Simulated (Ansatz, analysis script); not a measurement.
# Stoner picture of AlCo

Is AlCo magnetic, nearly magnetic or plainly paramagnetic? E(M) and M(B) tell.

Method: PBE, PAW set soft_2, in Ansatz 0.2.0.

**1. Starting point**

Symmetry: Pm-3m, No. 221, cubic system. Conventional cell: a = 2.819 Å, b = 2.819 Å, c = 2.819 Å, α = 90.00°, β = 90.00°, γ = 90.00°. Nearest to Al lie 8 Co at 2.44 Å. Co has 8 Al at 2.44 Å nearest. Farther neighbours are not listed.

The cell comes from the Materials Project, a database of computed structures, and the real compound, where it exists, may take another one.

**2. Two spin channels first**

First a free collinear run, to see which state the typed moments lead to.

Input file input.yaml:

```yaml
crystal:
  lattice:
    - [2.81940321, 0.0, 0.0]
    - [0.0, 2.81940321, 0.0]
    - [0.0, 0.0, 2.81940321]
  atoms:
    - { symbol: Al, position: [0.0, 0.0, 0.0] }
    - { symbol: Co, position: [0.5, 0.5, 0.5], spin: 2.0 }
magnetization:
  spin_polarized: true
kpoints:
  mp_grid: { grid: [8, 8, 8] }
hamiltonian:
  xc: pbe
scf:
  occupations: { method: fermi_dirac, width: 0.1 }
  max_iter: 120
  convergence: { dr2_threshold: 1.0e-08 }
output:
  write_density: true
  write_potential: true
  elf: true
  volumetric_format: npy
```

Command:

```bash
$ ansatz run input.yaml --threads 2 --pin off --max-ram 5120MiB --backend cpu --events-out ev --progress --plain --runs-dir out
```

Numbers of over 12 decimals in the logs are rounded to 6 here.

Output:

```text
Engine: ansatz 0.2.0, aarch64-unknown-linux-gnu
Pseudopotentials: kind: paw
Pseudopotential: Al, paw, valence charge 3, recommended cutoff 420 eV (normal), Al.paw.azcp
Pseudopotential: Co, paw, valence charge 17, recommended cutoff 420 eV (normal), Co.paw.azcp
Functional definition: PBE
  parameter kappa = 0.804
  parameter beta = 0.066725
  exchange = pbe_x(kappa = kappa, mu = beta*pi^2/3)
  correlation = pbe_c(beta = beta)
Crystal: 2 atoms, lattice volume = 22.412 Å³
Basis set: ecut = 420 eV, 461 PW (Γ)
Bands: 15, of which v1, the nominal top of the filled ones, is band 10 counted from 1 (9 counted from 0)
Symmetry: 48 space group operations
Space group: Pm-3m (ITA 221), of the structure as read, at distance tolerance 2.8e-5 Å
Magnetic group: BNS 221.92 (UNI 1594), of the structure as read, at distance tolerance 2.8e-5 Å
k-points: 35 of 512
Non-local potential: Al, projectors of the file, l = 0: 2, l = 1: 2, l = 2: 1
Non-local potential: Co, projectors of the file, l = 0: 3, l = 1: 2, l = 2: 3, l = 3: 1
PAW form: soft (Blöchl's): semilocal exchange-correlation on the pseudo side does not see the compensation charge
PAW one-centre angular grid: Al, 110 points (default); XC on 64 Gauss nodes
PAW one-centre angular grid: Co, 590 points (default); XC on 64 Gauss nodes
Initial density: superposition of atomic densities (chi_scale 0.1, normalization cell)
Starting moments: Σ|m| = 2 μB on 1 of 2 sites
Initial wavefunctions: pseudopotential atomic-orbital guess
Functional: x = pbe(κ = 0.804, μ = 0.219515), c = pbe(β = 0.066725)
SCF iter   1: F=—  HF=-5664.313706 eV  |F-HF|=—  |Δ(HF+E_count)|=         —  Δρ=2.19e-1 (↑2.19e-1 ↓1.18e-1)  dr2=1.70e0  dr2_m=5.62e0  M=0.174 μB ∫|m|=0.327 μB  β_m=0.30  ethr=3.10e-3  ⟨swp⟩=4.2  Hψ=4755  notcnv=0
Mixer restart at iter 1: flushing history
preconditioner: auto → none  [metal: Δε(μ)=0.048 eV  Ē_g=9.369 eV  σ=0.100 eV  W_gap=0.12  n_scr=6 (ndim 8)  ℏωp=27.2 eV  f_vac=0.000  D(μ)=1.06/eV (n_scr^D=6)  sad-step TF]
SCF iter   2: F=—  HF=-5663.526268 eV  |F-HF|=—  |Δ(HF+E_count)|=   7.87e-1  Δρ=1.26e-1 (↑1.11e-1 ↓1.26e-1)  dr2=2.16e-1  dr2_m=2.81e0  M=0.180 μB ∫|m|=0.305 μB  β_m=0.53  ethr=3.10e-3  ⟨swp⟩=2.6  Hψ=2478  notcnv=0  defer=9
SCF iter   3: F=—  HF=-5665.750255 eV  |F-HF|=—  |Δ(HF+E_count)|=    2.22e0  Δρ=1.34e-1 (↑1.34e-1 ↓4.26e-2)  dr2=4.09e0  dr2_m=4.72e-1  M=0.086 μB ∫|m|=0.187 μB  β_m=0.45  ethr=1.08e-3  ⟨swp⟩=3.4  Hψ=2759  notcnv=0  defer=9
SCF iter   4: F=—  HF=-5664.778287 eV  |F-HF|=—  |Δ(HF+E_count)|=   9.72e-1  Δρ=1.64e-2 (↑5.77e-3 ↓1.64e-2)  dr2=6.64e-2  dr2_m=5.88e-3  M=0.072 μB ∫|m|=0.136 μB  β_m=0.72  ethr=1.08e-3  ⟨swp⟩=2.9  Hψ=2788  notcnv=0  defer=9
SCF iter   5: F=—  HF=-5664.832371 eV  |F-HF|=—  |Δ(HF+E_count)|=   5.41e-2  Δρ=1.59e-2 (↑9.03e-3 ↓1.59e-2)  dr2=8.89e-2  dr2_m=2.50e-3  M=0.048 μB ∫|m|=0.089 μB  β_m=0.86  ethr=3.32e-4  ⟨swp⟩=2.0  Hψ=1744  notcnv=0  defer=10
SCF iter   6: F=—  HF=-5664.831859 eV  |F-HF|=—  |Δ(HF+E_count)|=   5.12e-4  Δρ=5.28e-3 (↑5.28e-3 ↓3.52e-3)  dr2=1.21e-2  dr2_m=1.79e-4  M=0.016 μB ∫|m|=0.029 μB  β_m=0.79  ethr=3.32e-4  ⟨swp⟩=2.2  Hψ=1818  notcnv=0  defer=10
SCF iter   7: F=—  HF=-5664.832788 eV  |F-HF|=—  |Δ(HF+E_count)|=   9.29e-4  Δρ=3.03e-3 (↑3.03e-3 ↓6.89e-4)  dr2=1.90e-3  dr2_m=3.04e-4  M=0.015 μB ∫|m|=0.027 μB  β_m=0.90  ethr=6.07e-5  ⟨swp⟩=1.0  Hψ=1515  notcnv=0  defer=10
SCF iter   8: F=—  HF=-5664.832776 eV  |F-HF|=—  |Δ(HF+E_count)|=   1.20e-5  Δρ=8.60e-4 (↑8.60e-4 ↓3.49e-4)  dr2=6.52e-5  dr2_m=7.29e-5  M=0.006 μB ∫|m|=0.011 μB  β_m=0.88  ethr=9.51e-6  ⟨swp⟩=1.6  Hψ=1197  notcnv=0  defer=10
SCF iter   9: F=—  HF=-5664.832785 eV  |F-HF|=—  |Δ(HF+E_count)|=   9.27e-6  Δρ=8.64e-5 (↑8.64e-5 ↓4.62e-5)  dr2=1.85e-6  dr2_m=5.21e-7  M=0.001 μB ∫|m|=0.001 μB  β_m=0.94  ethr=3.26e-7  ⟨swp⟩=2.2  Hψ=1578  notcnv=0  defer=10
SCF iter  10: F=—  HF=-5664.832786 eV  |F-HF|=—  |Δ(HF+E_count)|=   1.03e-6  Δρ=3.54e-5 (↑3.54e-5 ↓1.53e-5)  dr2=4.24e-7  dr2_m=2.49e-8  M=0.000 μB ∫|m|=0.000 μB  β_m=0.95  ethr=9.26e-9  ⟨swp⟩=1.9  Hψ=1325  notcnv=0  defer=10
SCF iter  11: F=—  HF=-5664.832786 eV  |F-HF|=—  |Δ(HF+E_count)|=   2.70e-8  Δρ=2.16e-6 (↑1.33e-6 ↓2.16e-6)  dr2=1.50e-9  dr2_m=1.00e-10  M=0.000 μB ∫|m|=0.000 μB  β_m=0.98  ethr=2.12e-9  ⟨swp⟩=2.2  Hψ=1360  notcnv=0  defer=10
SCF iter  12: F=-5664.832786 eV  HF=-5664.832786 eV  |F-HF|=6.37e-12  |Δ(HF+E_count)|=  1.97e-10  Δρ=2.37e-7 (↑2.37e-7 ↓1.25e-7)  dr2=1.40e-11  dr2_m=3.97e-12  M=0.000 μB ∫|m|=0.000 μB  ethr=7.48e-12  ⟨swp⟩=1.7  Hψ=3078  notcnv=0
SCF 1 converged in 12 iterations: F = -5664.832786 eV  dr2 = 1.40e-11
  greatest PAW one-centre occupation: 1.000 electrons in one spin orbital (limit 2), on the Co atom at site 1 (counted from 0), in its partial waves of l = 1
WARN: the starting moments were not kept: the SCF closed with an absolute magnetisation of 5.0e-6 μB, where they sum to 2 μB in size (1 site). That is at most 0.1 of that sum. Measured as dr2_m measures the in/out step, that magnetisation stands 5.6e-11 eV from none, at or under the dr2_threshold of 1.0e-8 eV: it is no larger than a step whose dr2_m would equal this threshold. The system may hold no moment; this SCF  [...]
SCF converged after 12 iterations
Magnetization: 0.0000 μB (10.0000 up, 10.0000 down)
Absolute magnetization: 0.0000 μB (∫|ρ↑−ρ↓|, with the PAW one-centre terms)
Spin contamination: 0.0000 ħ² per cell (⟨S²⟩ above its minimum at these occupations)
Per-site moments (μB) at R_I (Å): [(-1.6303830684852434e-7, 1.007191), (4.40213310428323e-6, 1.007191)]
Free energy (F): -5664.832786 eV
Harris-Foulkes:  -5664.832786 eV  (|F-HF|=6.37e-12)
Internal energy: -5664.800295 eV  (E = F + TS)
E sigma→0 (E₀):  -5664.816540 eV
Entropy (-TS):   -0.032492 eV (-16.246 meV/atom)
Fermi energy:    15.026888 eV
--- Per-component energies (eV) ---
  E_band       = -274.204782
  E_kinetic    = 484.982850
  E_local      = -3632.456101  (includes V_loc(G=0)·N_el)
  E_nonlocal   = 466.590417
  E_hartree    = 1570.970623
  E_xc         = -201.389705
  E_vxc        = -237.666254  (∫ρ·V_xc dr)
  E_paw        = -1985.450226  (= ΣΔE_a)
  E_vpaw       = -497.597336  (= ΣTr[D̂ρ^β])
  E_aug_tail   = 0.000109  (compensation charges beyond the density's cutoff)
  E_ewald      = -2368.048262
  E_smearing   = -0.032492  (= −TS)
  E_closure    = -0.000000  (closes the sum)
  Σ components = -5664.832786   (vs F -5664.832786, Δ=0.00e0)
--- Band table (eV; the first three rows and the last of 70) ---
  k-point 0 ↑: bands = [... 6 lower, 11.9321, 14.1793, 14.1793, 14.1793, 21.1571, 21.1571, 21.1571, 23.8837, ... 1 higher]
  k-point 1 ↑: bands = [... 6 lower, 12.0167, 14.0206, 14.0206, 14.1967, 19.0516, 21.5712, 21.5712, 23.8316, ... 1 higher]
  k-point 2 ↑: bands = [... 6 lower, 12.2301, 13.6772, 13.6772, 14.2387, 16.6446, 22.6867, 22.6867, 23.6877, ... 1 higher]
  k-point 34 ↓: bands = [... 6 lower, 10.9481, 14.8584, 14.8584, 17.3909, 17.3909, 17.3909, 19.4659, 20.5704, ... 1 higher]
```

Elapsed: 1.5 s, on 2 threads of Arm Neoverse V2, shared host; peak memory 0.27 GiB; 2.7 s of CPU time.

The column dr2 measures how far the density is from self-consistency, as an energy; F and HF (Harris–Foulkes) agree once it is small.

The spin moment in the atom's sphere vanishes on all atoms.

Tables count atoms from 1; parts of the log count from 0.

The run ends non-magnetic, with a net moment of 0 μB a cell. The run left the order that was typed.

Valence density in the ac plane at fractional y = 0.000, with atoms of Al within 0.2 Å of it. It is the smooth field of the valence electrons, not physical close to the nuclei.

Values in e/Å³, 15 rows by 15 columns:
```
0.07 0.07 0.08 0.14 0.21 0.24 0.25 0.24 0.24 0.25 0.24 0.21 0.14 0.08 0.07
0.08 0.08 0.12 0.17 0.23 0.25 0.25 0.25 0.25 0.25 0.25 0.23 0.17 0.12 0.08
0.12 0.14 0.17 0.22 0.25 0.26 0.26 0.25 0.25 0.26 0.26 0.25 0.22 0.17 0.14
0.19 0.21 0.23 0.25 0.27 0.27 0.26 0.26 0.26 0.26 0.27 0.27 0.25 0.23 0.21
0.24 0.24 0.25 0.26 0.27 0.27 0.27 0.27 0.27 0.27 0.27 0.27 0.26 0.25 0.24
0.25 0.25 0.25 0.26 0.26 0.27 0.27 0.27 0.27 0.27 0.27 0.26 0.26 0.25 0.25
0.24 0.24 0.25 0.25 0.26 0.27 0.27 0.26 0.26 0.27 0.27 0.26 0.25 0.25 0.24
0.24 0.24 0.25 0.25 0.26 0.27 0.27 0.26 0.26 0.27 0.27 0.26 0.25 0.25 0.24
0.25 0.25 0.25 0.26 0.26 0.27 0.27 0.27 0.27 0.27 0.27 0.26 0.26 0.25 0.25
0.24 0.24 0.25 0.26 0.27 0.27 0.27 0.27 0.27 0.27 0.27 0.27 0.26 0.25 0.24
0.19 0.21 0.23 0.25 0.27 0.27 0.26 0.26 0.26 0.26 0.27 0.27 0.25 0.23 0.21
0.12 0.14 0.17 0.22 0.25 0.26 0.26 0.25 0.25 0.26 0.26 0.25 0.22 0.17 0.14
0.08 0.08 0.12 0.17 0.23 0.25 0.25 0.25 0.25 0.25 0.25 0.23 0.17 0.12 0.08
0.07 0.07 0.08 0.14 0.21 0.24 0.25 0.24 0.24 0.25 0.24 0.21 0.14 0.08 0.07
0.06 0.07 0.08 0.12 0.19 0.24 0.25 0.24 0.24 0.25 0.24 0.19 0.12 0.08 0.07
```
Columns run along a (2.8 Å), rows up along c (2.8 Å). Atoms in or near the plane, at fractional coordinates: Al at (0.00, 0.00).

ELF in the ac plane at fractional y = 0.000, with atoms of Al within 0.2 Å of it. It is the smooth field of the valence electrons, not physical close to the nuclei.

Ten even steps from '_' (0.01) to '@' (0.52):
```
..____..++%%@@@@@@@@%%++..____
______--##@@@@@@@@@@@@##--____
__..--**@@@@@@@@@@@@@@@@**--..
==++##@@@@@@@@%%%%@@@@@@@@##++
%%%%@@@@@@@@%%%%%%%%@@@@@@@@%%
@@@@@@@@@@%%%%%%%%%%%%@@@@@@@@
@@@@@@@@%%%%%%%%%%%%%%%%@@@@@@
@@@@@@@@%%%%%%%%%%%%%%%%@@@@@@
@@@@@@@@@@%%%%%%%%%%%%@@@@@@@@
%%%%@@@@@@@@%%%%%%%%@@@@@@@@%%
==++##@@@@@@@@%%%%@@@@@@@@##++
__..--**@@@@@@@@@@@@@@@@**--..
______--##@@@@@@@@@@@@##--____
..____..++%%@@@@@@@@%%++..____
::..____==%%@@@@@@@@%%==____..
```
Columns run along a (2.8 Å), rows up along c (2.8 Å). Atoms in or near the plane, at fractional coordinates: Al at (0.00, 0.00).

**3. The same state on a denser mesh**

Levels at the Fermi energy are partly filled, so moments and energy differences can hang on the k-mesh, and the state is solved again on a denser one.

input.yaml, the sections that differ from step 2:

```yaml
kpoints:
  mp_grid: { grid: [14, 14, 14] }
basis:
  ecutwfc: 420.0
# crystal, magnetization, hamiltonian, scf: as in step 2
# output: removed
```

Output:

```text
[...]
Crystal: 2 atoms, lattice volume = 22.412 Å³
Basis set: ecut = 420 eV, 461 PW (Γ)
Bands: 15, of which v1, the nominal top of the filled ones, is band 10 counted from 1 (9 counted from 0)
Symmetry: 48 space group operations
[...]
k-points: 120 of 2744
[...]
Starting moments: Σ|m| = 2 μB on 1 of 2 sites
[...]
Magnetization: 0.0000 μB (10.0000 up, 10.0000 down)
Absolute magnetization: 0.0000 μB (∫|ρ↑−ρ↓|, with the PAW one-centre terms)
[...]
Per-site moments (μB) at R_I (Å): [(1.4484184177465099e-8, 1.007191), (8.088401589013485e-7, 1.007191)]
Free energy (F): -5664.836087 eV
[...]
Internal energy: -5664.809214 eV  (E = F + TS)
E sigma→0 (E₀):  -5664.822651 eV
Entropy (-TS):   -0.026873 eV (-13.437 meV/atom)
Fermi energy:    15.016760 eV
[...]
[key lines of the parts left out:]
SCF converged after 12 iterations
```

Wall time 2.9 s (2 threads); peak memory 0.33 GiB.

The spin moment in the atom's sphere vanishes on all atoms.

The run ends non-magnetic, with a net moment of 0 μB a cell, against 0 μB on the first mesh.

**4. Without spin**

The state without spin is the zero of E(M).

input.yaml, the sections that differ from step 3:

```yaml
crystal:
  lattice:
    - [2.81940321, 0.0, 0.0]
    - [0.0, 2.81940321, 0.0]
    - [0.0, 0.0, 2.81940321]
  atoms:
    - { symbol: Al, position: [0.0, 0.0, 0.0] }
    - { symbol: Co, position: [0.5, 0.5, 0.5] }
# kpoints, hamiltonian, scf, basis: as in step 3
# magnetization: removed
```

Command:

```bash
$ ansatz run input.yaml --threads 1 --pin off --max-ram 2560MiB --backend cpu --events-out ev --progress --plain --runs-dir out
```

Output:

```text
[...]
Crystal: 2 atoms, lattice volume = 22.412 Å³
Basis set: ecut = 420 eV, 461 PW (Γ)
Bands: 14, of which v1, the nominal top of the filled ones, is band 10 counted from 1 (9 counted from 0)
Symmetry: 48 space group operations
[...]
k-points: 120 of 2744
[...]
SCF iter   1: F=—  HF=-5664.838091 eV  |F-HF|=—  |Δ(HF+E_count)|=         —  Δρ=1.10e-2  dr2=1.88e-2  ethr=1.77e-3  ⟨swp⟩=4.2  Hψ=7783  notcnv=0
[...]
SCF iter   6: F=-5664.836087 eV  HF=-5664.836087 eV  |F-HF|=3.90e-9  |Δ(HF+E_count)|=   6.54e-9  Δρ=6.85e-6  dr2=4.54e-9  ethr=5.00e-11  ⟨swp⟩=2.3  Hψ=3443  notcnv=0
SCF 1 converged in 6 iterations: F = -5664.836087 eV  dr2 = 4.54e-9
[...]
SCF converged after 6 iterations
Free energy (F): -5664.836087 eV
[...]
Internal energy: -5664.809214 eV  (E = F + TS)
E sigma→0 (E₀):  -5664.822651 eV
Entropy (-TS):   -0.026873 eV (-13.437 meV/atom)
Fermi energy:    15.016789 eV
[...]
```

It took 1.4 s on 1 thread; peak memory 0.29 GiB.

**5. Without spin, levels printed**

Edit input.yaml of step 4 so:

```diff
@@ -18 +18,3 @@
   ecutwfc: 420.0
+output:
+  eigenvalues: true
```

Output:

```text
[...]
Crystal: 2 atoms, lattice volume = 22.412 Å³
Basis set: ecut = 420 eV, 461 PW (Γ)
Bands: 14, of which v1, the nominal top of the filled ones, is band 10 counted from 1 (9 counted from 0)
Symmetry: 48 space group operations
[...]
k-points: 120 of 2744
[...]
Fermi energy:    15.016789 eV
[...]
--- Band table (eV; the first three rows and the last of 120) ---
  k-point 0: bands = [... 6 lower, 11.9310, 14.1778, 14.1778, 14.1778, 21.1570, 21.1570, 21.1570, 23.8832]
  k-point 1: bands = [... 6 lower, 11.9594, 14.1229, 14.1229, 14.1837, 20.2161, 21.2952, 21.2952, 23.8661]
  k-point 2: bands = [... 6 lower, 12.0402, 13.9758, 13.9758, 14.2001, 18.6608, 21.6929, 21.6929, 23.8156]
  k-point 119: bands = [... 6 lower, 10.9474, 14.8567, 14.8567, 17.3909, 17.3909, 17.3909, 19.4658, 20.5695]
[key lines of the parts left out:]
SCF converged after 6 iterations
Free energy (F): -5664.836087 eV
```

It took 1.4 s on 1 thread; peak memory 0.29 GiB.

**6. Total moment fixed at 0.1 μB**

Two Fermi levels, one a spin, hold the total moment exactly, which reaches states that a free run would leave.

input.yaml, the sections that differ from step 5:

```yaml
crystal:
  lattice:
    - [2.81940321, 0.0, 0.0]
    - [0.0, 2.81940321, 0.0]
    - [0.0, 0.0, 2.81940321]
  atoms:
    - { symbol: Al, position: [0.0, 0.0, 0.0] }
    - { symbol: Co, position: [0.5, 0.5, 0.5], spin: 0.1 }
magnetization:
  spin_polarized: true
  initial_magnetization: 0.1
  spin_locking: { lock_magnetization: hard }
# kpoints, hamiltonian, scf, basis: as in step 5
# output: removed
```

Output:

```text
[...]
Crystal: 2 atoms, lattice volume = 22.412 Å³
Basis set: ecut = 420 eV, 461 PW (Γ)
Bands: 15, of which v1, the nominal top of the filled ones, is band 10 counted from 1 (9 counted from 0)
Symmetry: 48 space group operations
[...]
k-points: 120 of 2744
[...]
Starting moments: Σ|m| = 0.1 μB on 1 of 2 sites
[...]
SCF iter   1: F=—  HF=-5663.846115 eV  |F-HF|=—  |Δ(HF+E_count)|=         —  Δρ=6.20e-2 (↑5.75e-2 ↓6.20e-2)  dr2=1.70e0  dr2_m=1.22e-3  M=0.100 μB ∫|m|=0.113 μB  β_m=0.30  ethr=3.10e-3  ⟨swp⟩=4.1  Hψ=16179  notcnv=0
[...]
SCF iter  11: F=-5664.833259 eV  HF=-5664.833259 eV  |F-HF|=8.09e-11  |Δ(HF+E_count)|=  5.26e-10  Δρ=4.58e-7 (↑4.58e-7 ↓2.63e-7)  dr2=9.69e-11  dr2_m=2.70e-12  M=0.100 μB ∫|m|=0.127 μB  ethr=1.66e-12  ⟨swp⟩=1.0  Hψ=10540  notcnv=0
SCF 1 converged in 11 iterations: F = -5664.833259 eV  dr2 = 9.69e-11
[...]
SCF converged after 11 iterations
Stability checked in part: among states of this total moment the steps that led to this state did not find it unstable. No probe was made; neither looks for a lower state of another moment (fixed_total_moment; see scf.lower_state_search)
Magnetization: 0.1000 μB (10.0500 up, 9.9500 down)
Absolute magnetization: 0.1271 μB (∫|ρ↑−ρ↓|, with the PAW one-centre terms)
[...]
Per-site moments (μB) at R_I (Å): [(-0.00393963, 1.007191), (0.113055, 1.007191)]
Free energy (F): -5664.833259 eV
[...]
Internal energy: -5664.806007 eV  (E = F + TS)
E sigma→0 (E₀):  -5664.819633 eV
Entropy (-TS):   -0.027252 eV (-13.626 meV/atom)
Fermi energy:    14.987496 (↑ 15.047643, ↓ 14.927349) eV
[...]
```

Wall time 4.8 s (1 thread); peak memory 0.32 GiB.

The energy is 2.83 meV from the state without spin, and the largest site carries 0.113 μB.

**7. Total moment fixed at 0.2 μB**

input.yaml, the sections that differ from step 6:

```yaml
crystal:
  lattice:
    - [2.81940321, 0.0, 0.0]
    - [0.0, 2.81940321, 0.0]
    - [0.0, 0.0, 2.81940321]
  atoms:
    - { symbol: Al, position: [0.0, 0.0, 0.0] }
    - { symbol: Co, position: [0.5, 0.5, 0.5], spin: 0.2 }
magnetization:
  spin_polarized: true
  initial_magnetization: 0.2
  spin_locking: { lock_magnetization: hard }
# kpoints, hamiltonian, scf, basis: as in step 6
```

Output:

```text
[...]
Crystal: 2 atoms, lattice volume = 22.412 Å³
Basis set: ecut = 420 eV, 461 PW (Γ)
Bands: 15, of which v1, the nominal top of the filled ones, is band 10 counted from 1 (9 counted from 0)
Symmetry: 48 space group operations
[...]
k-points: 120 of 2744
[...]
Starting moments: Σ|m| = 0.2 μB on 1 of 2 sites
[...]
Magnetization: 0.2000 μB (10.1000 up, 9.9000 down)
Absolute magnetization: 0.2419 μB (∫|ρ↑−ρ↓|, with the PAW one-centre terms)
[...]
Per-site moments (μB) at R_I (Å): [(-0.0065791, 1.007191), (0.219874, 1.007191)]
Free energy (F): -5664.823207 eV
[...]
Internal energy: -5664.792861 eV  (E = F + TS)
E sigma→0 (E₀):  -5664.808034 eV
Entropy (-TS):   -0.030346 eV (-15.173 meV/atom)
Fermi energy:    14.921526 (↑ 15.062484, ↓ 14.780569) eV
[...]
[key lines of the parts left out:]
SCF converged after 11 iterations
```

The job ended after 4.7 s (1 thread; peak memory 0.32 GiB).

The energy is 12.9 meV from the state without spin, and the largest site carries 0.220 μB.

**8. Total moment fixed at 0.5 μB**

input.yaml, the sections that differ from step 7:

```yaml
crystal:
  lattice:
    - [2.81940321, 0.0, 0.0]
    - [0.0, 2.81940321, 0.0]
    - [0.0, 0.0, 2.81940321]
  atoms:
    - { symbol: Al, position: [0.0, 0.0, 0.0] }
    - { symbol: Co, position: [0.5, 0.5, 0.5], spin: 0.5 }
magnetization:
  spin_polarized: true
  initial_magnetization: 0.5
  spin_locking: { lock_magnetization: hard }
# kpoints, hamiltonian, scf, basis: as in step 7
```

Output:

```text
[...]
Crystal: 2 atoms, lattice volume = 22.412 Å³
Basis set: ecut = 420 eV, 461 PW (Γ)
Bands: 15, of which v1, the nominal top of the filled ones, is band 10 counted from 1 (9 counted from 0)
Symmetry: 48 space group operations
[...]
k-points: 120 of 2744
[...]
Starting moments: Σ|m| = 0.5 μB on 1 of 2 sites
[...]
Magnetization: 0.5000 μB (10.2500 up, 9.7500 down)
Absolute magnetization: 0.5587 μB (∫|ρ↑−ρ↓|, with the PAW one-centre terms)
[...]
Per-site moments (μB) at R_I (Å): [(-0.010888, 1.007191), (0.524436, 1.007191)]
Free energy (F): -5664.753191 eV
[...]
Internal energy: -5664.708603 eV  (E = F + TS)
E sigma→0 (E₀):  -5664.730897 eV
Entropy (-TS):   -0.044587 eV (-22.294 meV/atom)
Fermi energy:    14.809480 (↑ 15.112449, ↓ 14.506511) eV
[...]
[key lines of the parts left out:]
SCF converged after 10 iterations
```

Run time: 4.5 s. Hardware: 1 thread; peak memory 0.32 GiB.

The energy is 82.9 meV from the state without spin, and the largest site carries 0.524 μB.

(Part 1 of 2 ends here.)

[Logs and program files are shortened in this print: banners, set-up blocks, solver, clock and traceback lines can be left out without a mark of their own.]

[Logs are printed without paths, hosts, clocks, repeated set-up lines and the standing remarks that a program may print on its own settings, such as how far it seeks lower states.]

[Hosts, paths, dates, database ids (printed as entryN), source tags and the programs' standing remarks are cut or masked in the printed files.]
